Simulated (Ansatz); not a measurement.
## Moving the knobs of a GW run on Cs2AgBiBr6 (Fm-3m)

A base run on Cs2AgBiBr6 (Fm-3m), then changed inputs.

Program: Ansatz 0.2.0. Level of theory: G0W0 on PBE, plane waves, PAW; PAW set soft_1. Results are calculated unless marked as measured.

In doubt: one-shot GW on d or f shells is unsure, so the values of those runs are not to be relied on.

## (1) The starting structure

It takes space group Fm-3m (No. 225, cubic). The conventional cell has a = 11.488 Å, b = 11.488 Å, c = 11.488 Å, α = 90.00°, β = 90.00°, γ = 90.00°. Nearest to Cs lie 12 Br at 4.06 Å. Nearest to Ag lie 6 Br at 2.86 Å. Nearest to Bi lie 6 Br at 2.88 Å. Nearest to Br lie 1 Ag at 2.86 Å and 1 Bi at 2.88 Å and 4 Cs at 4.06 Å. Farther neighbours and most contacts between anions are not listed.

The cell and positions are those that the Materials Project relaxed with its own functionals (PBE, PBE+U or r2SCAN), kept fixed. Spin-orbit coupling is left out unless a step names it.

## (2) The base run: 2×2×2 mesh, 860 empty bands, screening to 100 eV, PAW set soft_1 files

Now the one-shot GW correction: screening in the RPA, then the self-energy of the levels asked for. This step takes PAW set soft_1 files.

The input, input.yaml:

```yaml
crystal:
  lattice:
    - [0.0, 5.744148, 5.744148]
    - [5.744148, 0.0, 5.744148]
    - [5.744148, 5.744148, 0.0]
  atoms:
    - { symbol: Cs, position: [0.75, 0.75, 0.75] }
    - { symbol: Cs, position: [0.25, 0.25, 0.25] }
    - { symbol: Ag, position: [0.5, 0.5, 0.5] }
    - { symbol: Bi, position: [0.0, 0.0, 0.0] }
    - { symbol: Br, position: [0.749194, 0.250806, 0.250806] }
    - { symbol: Br, position: [0.250806, 0.250806, 0.749194] }
    - { symbol: Br, position: [0.250806, 0.749194, 0.749194] }
    - { symbol: Br, position: [0.250806, 0.749194, 0.250806] }
    - { symbol: Br, position: [0.749194, 0.250806, 0.749194] }
    - { symbol: Br, position: [0.749194, 0.749194, 0.250806] }
kpoints:
  mp_grid: { grid: [2, 2, 2] }
hamiltonian:
  xc: pbe
  pseudopotentials: { kind: paw, azcp: { folder: soft_1 } }
scf:
  occupations: { method: fixed }
gw:
  n_empty_bands: 860
  ecut_chi: 100
  qp_bands: [v3, c3]
  qp_kpoints: band_edges
  screening: { model: contour_deformation }
```

On the command line:

```
$ ansatz run input.yaml --threads 4 --pin off --max-ram 138240MiB --backend cuda --events-out ev --progress --plain --runs-dir out --devices 1 --max-vram 26GiB
```

Numbers of over 12 decimals in the logs are rounded to 6 here.

Log:

```text
GPUs: using 1 of 1 available (devices: 1).
Engine: ansatz 0.2.0, x86_64-unknown-linux-gnu
Pseudopotentials: kind: paw
Pseudopotential: Cs, paw, valence charge 9, recommended cutoff 420 eV (normal), soft_1/Cs.paw.azcp
Pseudopotential: Ag, paw, valence charge 19, recommended cutoff 420 eV (normal), soft_1/Ag.paw.azcp
Pseudopotential: Bi, paw, valence charge 15, recommended cutoff 420 eV (normal), soft_1/Bi.paw.azcp
Pseudopotential: Br, paw, valence charge 7, recommended cutoff 420 eV (normal), soft_1/Br.paw.azcp
Functional definition: PBE
  parameter kappa = 0.804
  parameter beta = 0.066725
  exchange = pbe_x(kappa = kappa, mu = beta*pi^2/3)
  correlation = pbe_c(beta = beta)
device memory: the entry about to start is reckoned to put 4.5 GiB on a device that reports 52.1 GiB free (of which the cap on the GPU budget leaves the run 26.0 GiB)
GPU FFT provider: cuFFT
GPU libraries: cuBLAS 13.8.2, cuFFT 12.4.0, cuSOLVER 12.3.4
Crystal: 10 atoms, lattice volume = 379.059 Å³
Basis set: ecut = 420 eV, 7391 PW (Γ)
Bands: 57, of which v1, the nominal top of the filled ones, is band 47 counted from 1 (46 counted from 0)
Symmetry: 48 space group operations
Space group: Fm-3m (ITA 225), of the structure as read, at distance tolerance 7.2e-5 Å
k-points: 3 of 8
Non-local potential: Cs, projectors of the file, l = 0: 3, l = 1: 2, l = 2: 2, l = 3: 2
Non-local potential: Ag, projectors of the file, l = 0: 3, l = 1: 2, l = 2: 2, l = 3: 1
Non-local potential: Bi, projectors of the file, l = 0: 2, l = 1: 2, l = 2: 2, l = 3: 1
Non-local potential: Br, projectors of the file, l = 0: 2, l = 1: 2, l = 2: 2
PAW form: soft (Blöchl's): semilocal exchange-correlation on the pseudo side does not see the compensation charge
PAW one-centre angular grid: Cs, 194 points (default); XC on 64 Gauss nodes
PAW one-centre angular grid: Ag, 590 points (default); XC on 64 Gauss nodes
PAW one-centre angular grid: Bi, 590 points (default); XC on 64 Gauss nodes
PAW one-centre angular grid: Br, 110 points (default); XC on 64 Gauss nodes
Initial density: superposition of atomic densities (chi_scale 0.1, normalization cell, long waves kept (reshape's long-wave potential 0.00 eV rms))
Initial wavefunctions: pseudopotential atomic-orbital guess
GPU buffer pool allocated for 216000 grid points (all kernels)
GPU transforms: local potential and band sums: pruned to the plane-wave sphere, on 54×60×60
Functional: x = pbe(κ = 0.804, μ = 0.219515), c = pbe(β = 0.066725)
SCF iter   1: F=—  HF=-48044.532297 eV  |F-HF|=—  |Δ(HF+E_count)|=         —  Δρ=2.81e-2  dr2=6.00e0  ethr=3.10e-3  ⟨swp⟩=5.0  Hψ=571  notcnv=0  defer=17
preconditioner: auto → Resta (q_TF=auto, 2.163 Å⁻¹)  ε∞=3.7  [insulator: Δε(μ)=1.520 eV  Ē_g=9.863 eV  n_scr=58 (ndim 8)  ℏωp=16.2 eV  f_vac=0.014  ε∞_Penn≈3.7]
[...]
NSCF: frozen V_eff on 1 k-points
device memory: the entry about to start is reckoned to put 1.4 GiB on a device that reports 52.2 GiB free (of which the cap on the GPU budget leaves the run 26.0 GiB)
NSCF: frozen V_eff on 1 k-points
SCF converged after 9 iterations
Free energy (F): -48042.114648 eV
Harris-Foulkes:  -48042.114648 eV  (|F-HF|=5.94e-9)
Internal energy: -48042.114648 eV  (E = F + TS)
E sigma→0 (E₀):  -48042.114648 eV
Fermi energy:    3.590328 eV
--- Per-component energies (eV) ---
  E_band       = -852.361267
  E_kinetic    = 1795.321902
  E_local      = -8058.077911  (includes V_loc(G=0)·N_el)
  E_nonlocal   = 797.273124
  E_hartree    = 3355.691507
  E_xc         = -1850.907399
  E_vxc        = -1259.749714  (∫ρ·V_xc dr)
  E_paw        = -38620.703669  (= ΣΔE_a)
  E_vpaw       = -838.499854  (= ΣTr[D̂ρ^β])
  E_aug_tail   = 0.000597  (compensation charges beyond the density's cutoff)
  E_ewald      = -5460.712800
  E_smearing   = -0.000000  (= −TS)
  E_closure    = 0.000000  (closes the sum)
  Σ components = -48042.114648   (vs F -48042.114648, Δ=0.00e0)
--- Band table (eV) ---
  k-point 0: bands = [... 43 lower, 2.6154, 2.6154, 3.0315, 3.0315, 5.9258, 5.9258, 5.9258, 7.2895, ... 6 higher]
  k-point 1: bands = [... 43 lower, 2.3447, 2.3487, 2.5426, 2.5426, 4.9033, 7.1273, 7.1273, 8.6309, ... 6 higher]
  k-point 2: bands = [... 43 lower, 2.2819, 2.6014, 3.0268, 3.5903, 6.3527, 6.3527, 6.6682, 7.8291, ... 6 higher]
--- G₀W₀: contour deformation, 7 samples at zero and on the imaginary axis and 1 off it, 8 q-points, 860 empty bands' worth ---
  eigenvalues of the whole cell's RPA ε∞ on this k-mesh (on a slab, of 1 + 4πα/V) = 5.5225, 5.5225, 5.5225; static W/v taken at q = 0 is 0.181076
  bands read: the sum over 907 bands ends inside a degenerate multiplet in 1 slot, whose members it reads at an even weight; the widest, k=0: bands 906 to 908 (counted from 1) at 2/3 each
  gw.qp_kpoints: band_edges: 3 of 3 stored k-points solved, in 1 pass; an edge of the gap read off the rows below is read off those points alone
    ik  band        ε_KS         Σx   Σc(E_QP)       V_xc       Z   E_QP_lin       E_QP  E_QP is
     0    45      2.6154   -19.7616     2.8393   -15.9032  0.7354     1.5630     1.5963  root
     0    46      3.0315   -26.1968     3.2701   -22.2084  0.7332     2.2989     2.3133  root
     0    47      3.0315   -26.1968     3.2701   -22.2084  0.7332     2.2989     2.3133  root
     0    48      5.9258    -9.4843    -3.3911   -13.2598  0.7699     6.3134     6.3102  root
     0    49      5.9258    -9.4843    -3.3911   -13.2598  0.7699     6.3134     6.3102  root
     0    50      5.9258    -9.4843    -3.3911   -13.2598  0.7699     6.3134     6.3102  root
     1    45      2.3487   -18.6836     1.9395   -16.0072  0.7433     1.5963     1.6118  root
     1    46      2.5426   -22.4643     3.1445   -18.4236  0.7286     1.6218     1.6464  root
[...]
2    47      3.5903   -24.2256     2.4695   -21.1345  0.7469     2.9597     2.9687  root
     2    48      6.3527   -10.3402    -3.4719   -14.2409  0.7599     6.7861     6.7814  root
     2    49      6.3527   -10.3402    -3.4719   -14.2409  0.7599     6.7861     6.7814  root
     2    50      6.6682   -10.8326    -3.5625   -14.8577  0.7514     7.1374     7.1308  root
```

Run time: 24 s. Hardware: 1 × NVIDIA H100 80GB HBM3 (shared by 3 runs) with 4 threads of AMD EPYC 7R13 (Zen 3), shared host; peak memory 2 GiB.

Reading the cycles: dr2 is the Hartree energy of the density residual (eV), the measure of convergence; HF is the Harris–Foulkes estimate of the energy, which meets the free energy F at convergence.

This step gave:

- bands summed: 907
- RPA ε∞ on this mesh (eigenvalues): 5.523, 5.523, 5.523
- plane waves in the screening matrix: 869
- q-points in the mesh: 8
- G0W0 gap on the mesh: 2.297 eV
- k of the valence top: 0, -0.5, -0.5
- k of the conduction bottom: 0, 0, -0.5
- starting gap on the mesh: 1.313 eV
- Z at the valence top: 0.7469
- Z at the conduction bottom: 0.7756
- least direct G0W0 gap on the computed points: 3.619 eV

The gap on the mesh goes from 1.31 eV to 2.30 eV, a correction of +0.98 eV. Between the two edge states, bare exchange in place of the xc potential would open the gap by 6.87 eV, and correlation takes back 5.89 eV.

## (3) Variant: wavefunction cutoff

Changes to input.yaml since step 2:

```diff
@@ -29 +29,3 @@
   screening: { model: contour_deformation }
+basis:
+  ecutwfc: 350
```

Log:

```text
Warning: basis.ecutwfc = 350 eV is below the records' recommended 420 eV, and the density's cutoff is lower with it unless basis.ecutrho_ratio is high enough to keep the records' density cutoff: compare with a run at a higher cutoff
GPUs: using 1 of 1 available (devices: 1).
[...]
GPU FFT provider: cuFFT
GPU libraries: cuBLAS 13.8.2, cuFFT 12.4.0, cuSOLVER 12.3.4
Crystal: 10 atoms, lattice volume = 379.059 Å³
Basis set: ecut = 350 eV, 5673 PW (Γ)
Bands: 57, of which v1, the nominal top of the filled ones, is band 47 counted from 1 (46 counted from 0)
[... 1 set-up line as in the run before ...]
[...]
k-points: 3 of 8
[...]
GPU buffer pool allocated for 125000 grid points (all kernels)
[...]
SCF iter   1: F=—  HF=-48044.506383 eV  |F-HF|=—  |Δ(HF+E_count)|=         —  Δρ=2.80e-2  dr2=6.02e0  ethr=3.10e-3  ⟨swp⟩=5.3  Hψ=574  notcnv=0  defer=15
[...]
SCF iter   9: F=-48042.099309 eV  HF=-48042.099309 eV  |F-HF|=9.39e-9  |Δ(HF+E_count)|=   3.43e-7  Δρ=1.92e-6  dr2=2.02e-8  ethr=1.06e-10  ⟨swp⟩=16.7  Hψ=843  notcnv=0
SCF 1 converged in 9 iterations: F = -48042.099309 eV  dr2 = 2.02e-8
[...]
NSCF: frozen V_eff on 3 k-points
[...]
G₀W₀ screening: q 1/3
[... further progress lines ...]
[...]
SCF converged after 9 iterations
Free energy (F): -48042.099309 eV
[...]
Internal energy: -48042.099309 eV  (E = F + TS)
E sigma→0 (E₀):  -48042.099309 eV
Fermi energy:    3.590182 eV
[...]
--- Band table (eV) ---
  k-point 0: bands = [... 43 lower, 2.6154, 2.6154, 3.0314, 3.0314, 5.9260, 5.9260, 5.9260, 7.2896, ... 6 higher]
  k-point 1: bands = [... 43 lower, 2.3447, 2.3487, 2.5425, 2.5425, 4.9041, 7.1276, 7.1276, 8.6309, ... 6 higher]
  k-point 2: bands = [... 43 lower, 2.2817, 2.6014, 3.0267, 3.5902, 6.3529, 6.3529, 6.6683, 7.8307, ... 6 higher]
[...]
0    45      2.6154   -19.7616     2.8393   -15.9039  0.7355     1.5637     1.5970  root
     0    46      3.0314   -26.1931     3.2756   -22.2052  0.7333     2.3051     2.3192  root
     0    47      3.0314   -26.1931     3.2756   -22.2052  0.7333     2.3051     2.3192  root
     0    48      5.9260    -9.4848    -3.3895   -13.2604  0.7699     6.3152     6.3120  root
     0    49      5.9260    -9.4848    -3.3895   -13.2604  0.7699     6.3152     6.3120  root
     0    50      5.9260    -9.4848    -3.3895   -13.2604  0.7699     6.3152     6.3120  root
     1    45      2.3487   -18.6836     1.9405   -16.0078  0.7433     1.5980     1.6134  root
     1    46      2.5425   -22.4616     3.1467   -18.4217  0.7287     1.6249     1.6494  root
[...]
2    47      3.5902   -24.2223     2.4744   -21.1316  0.7470     2.9650     2.9739  root
     2    48      6.3529   -10.3408    -3.4702   -14.2416  0.7599     6.7882     6.7834  root
     2    49      6.3529   -10.3408    -3.4702   -14.2416  0.7599     6.7882     6.7834  root
     2    50      6.6683   -10.8331    -3.5606   -14.8584  0.7514     7.1396     7.1330  root
```

The job ended after 9.7 s (1 × NVIDIA H100 80GB HBM3 (shared by 3 runs) with 4 threads; peak memory 1.8 GiB; 14 s of CPU time).

The G0W0 gap on the mesh is 2.295 eV.

Against the base:

```tsv
setting	base	variant
typed cutoff	-	350
```

```tsv
quantity	variant	base
starting gap on the mesh	1.314	1.313
G0W0 gap on the mesh	2.295	2.297
least direct G0W0 gap on the computed points	3.619	3.619
Z at the valence top	0.747	0.747
Z at the conduction bottom	0.776	0.776
```

## (4) Summary of results

| Property | Result |
| --- | --- |
| base | 2.30 eV, 24 s |
| wavefunction cutoff | 2.29 eV, 9.7 s |

What this shows: Wavefunction cutoff: the gap moves by −0.002 eV and the time by a factor of 0.40 (the plane-wave cutoff goes from 420 to 350 eV). All runs here use a coarse mesh and modest cutoffs; they test settings and are not final values. The 2×2×2 mesh is coarse for this cell (its supercell is 16 Å along the shortest edge). The RPA ε∞ on it, from the PBE start, is 5.52; such meshes misread the long-range screening, most where the gap is narrow. Where an edge is built on 6p states of lead, bismuth or thallium, scalar-relativistic gaps usually stand too wide, by a few tenths to over one eV. A d shell, filled or nearly so, lies near the gap. One-shot GW converges very slowly in bands there, not always from below, and on a semilocal start the gap tends to come out low; starts rich in exact exchange can overshoot instead. The many-body steps are scalar-relativistic: spin-orbit coupling is not in them.

[Paths, hosts, dates, memory and timing lines, banners, echoed tables and standing remarks are left out of the program output.]

[Logs are printed without paths, hosts, clocks, repeated set-up lines and the standing remarks that a program may print on its own settings, such as how far it seeks lower states.]

[Runs of the session that timed out or met a known fault of the program may be left out.]

[Cells called generated may have been cut or substituted from an entry of the Crystallography Open Database or the Materials Project.]

[Hosts, paths, dates, database ids (printed as entryN), source tags and the programs' standing remarks are cut or masked in the printed files.]
